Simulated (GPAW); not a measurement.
FeGe (P6/mmm) has these Ge sites:
A. atom 1: 6 Fe at 2.51 Å and 3 Ge at 2.89 Å (9-fold, site symmetry -6m2), then 6 Ge at 3.54 Å and 2 Ge at 4.12 Å
B. atom 3: 6 Fe at 2.50 Å (6-fold, site symmetry 6/mmm), then 12 Ge at 3.54 Å and 2 Ge at 4.12 Å

Their Ge K edges were computed (GPAW, LDA, excited-electron core hole (neutral cell), 18-atom cell with 6.5 Å between holes, 3×3×3 k points, dipole transitions, Gaussian full width 1.96 eV up to 4 eV, rising linearly to 3.5 eV at 25 eV) and are given in random order.

On one photon-energy scale, from the lowest onset; each scaled to a mean of 1 over its first 20 eV.

| E (eV) | spectrum 1 | spectrum 2 |
| --- | --- | --- |
| -2.0 | 0.01 | 0.01 |
| -1.5 | 0.05 | 0.04 |
| -1.0 | 0.16 | 0.13 |
| -0.5 | 0.42 | 0.31 |
| 0.0 | 0.78 | 0.57 |
| 0.5 | 1.14 | 0.86 |
| 1.0 | 1.37 | 1.13 |
| 1.5 | 1.43 | 1.36 |
| 2.0 | 1.41 | 1.56 |
| 2.5 | 1.38 | 1.73 |
| 3.0 | 1.35 | 1.84 |
| 3.5 | 1.29 | 1.81 |
| 4.0 | 1.16 | 1.61 |
| 4.5 | 0.94 | 1.30 |
| 5.0 | 0.73 | 1.00 |
| 5.5 | 0.60 | 0.78 |
| 6.0 | 0.57 | 0.65 |
| 6.5 | 0.62 | 0.59 |
| 7.0 | 0.69 | 0.60 |
| 7.5 | 0.74 | 0.70 |
| 8.0 | 0.76 | 0.85 |
| 8.5 | 0.79 | 0.99 |
| 9.0 | 0.83 | 1.10 |
| 9.5 | 0.89 | 1.16 |
| 10.0 | 0.97 | 1.16 |
| 10.5 | 1.04 | 1.11 |
| 11.0 | 1.08 | 1.04 |
| 11.5 | 1.09 | 0.95 |
| 12.0 | 1.09 | 0.89 |
| 12.5 | 1.11 | 0.86 |
| 13.0 | 1.14 | 0.85 |
| 13.5 | 1.17 | 0.85 |
| 14.0 | 1.18 | 0.84 |
| 14.5 | 1.16 | 0.82 |
| 15.0 | 1.13 | 0.81 |
| 15.5 | 1.10 | 0.82 |
| 16.0 | 1.08 | 0.84 |
| 16.5 | 1.05 | 0.86 |
| 17.0 | 1.00 | 0.86 |
| 17.5 | 0.93 | 0.84 |
| 18.0 | 0.85 | 0.81 |
| 18.5 | 0.78 | 0.78 |
| 19.0 | 0.74 | 0.77 |
| 19.5 | 0.73 | 0.78 |
| 20.0 | 0.74 | 0.79 |
| 20.5 | 0.75 | 0.80 |
| 21.0 | 0.77 | 0.81 |
| 21.5 | 0.77 | 0.81 |
| 22.0 | 0.76 | 0.81 |
| 22.5 | 0.74 | 0.80 |
| 23.0 | 0.72 | 0.79 |
| 23.5 | 0.69 | 0.77 |
| 24.0 | 0.66 | 0.75 |
| 24.5 | 0.65 | 0.73 |
| 25.0 | 0.64 | 0.71 |
| 25.5 | 0.64 | 0.69 |
| 26.0 | 0.64 | 0.68 |
| 26.5 | 0.64 | 0.67 |
| 27.0 | 0.64 | 0.67 |
| 27.5 | 0.65 | 0.68 |
| 28.0 | 0.66 | 0.69 |
| 28.5 | 0.68 | 0.72 |
| 29.0 | 0.70 | 0.75 |
| 29.5 | 0.72 | 0.77 |
| 30.0 | 0.74 | 0.79 |
| 30.5 | 0.75 | 0.79 |
| 31.0 | 0.75 | 0.78 |
| 31.5 | 0.74 | 0.77 |

**Question.** Which spectrum belongs to which site?

Spectrum 1 is B (onset at +0.00 eV, maxima 1.6 eV (1.43), 14.0 eV (1.18) and 21.4 eV (0.77) above its own zero). Spectrum 2 is A (onset at +0.00 eV, maxima 3.2 eV (1.85), 9.8 eV (1.17) and 16.8 eV (0.86) above its own zero).

[Hosts, paths, dates, database ids (printed as entryN), source tags and the programs' standing remarks are cut or masked in the printed files.]

[Lists of maxima count a maximum above −3 eV only where it reaches 4 % of the highest in the window and stands out from its surroundings by 2 % of it (1.5 % where it reaches 55 %); shoulders and weaker maxima are passed over, and of the rest the first, up to two pre-edge ones and the few strongest are named.]
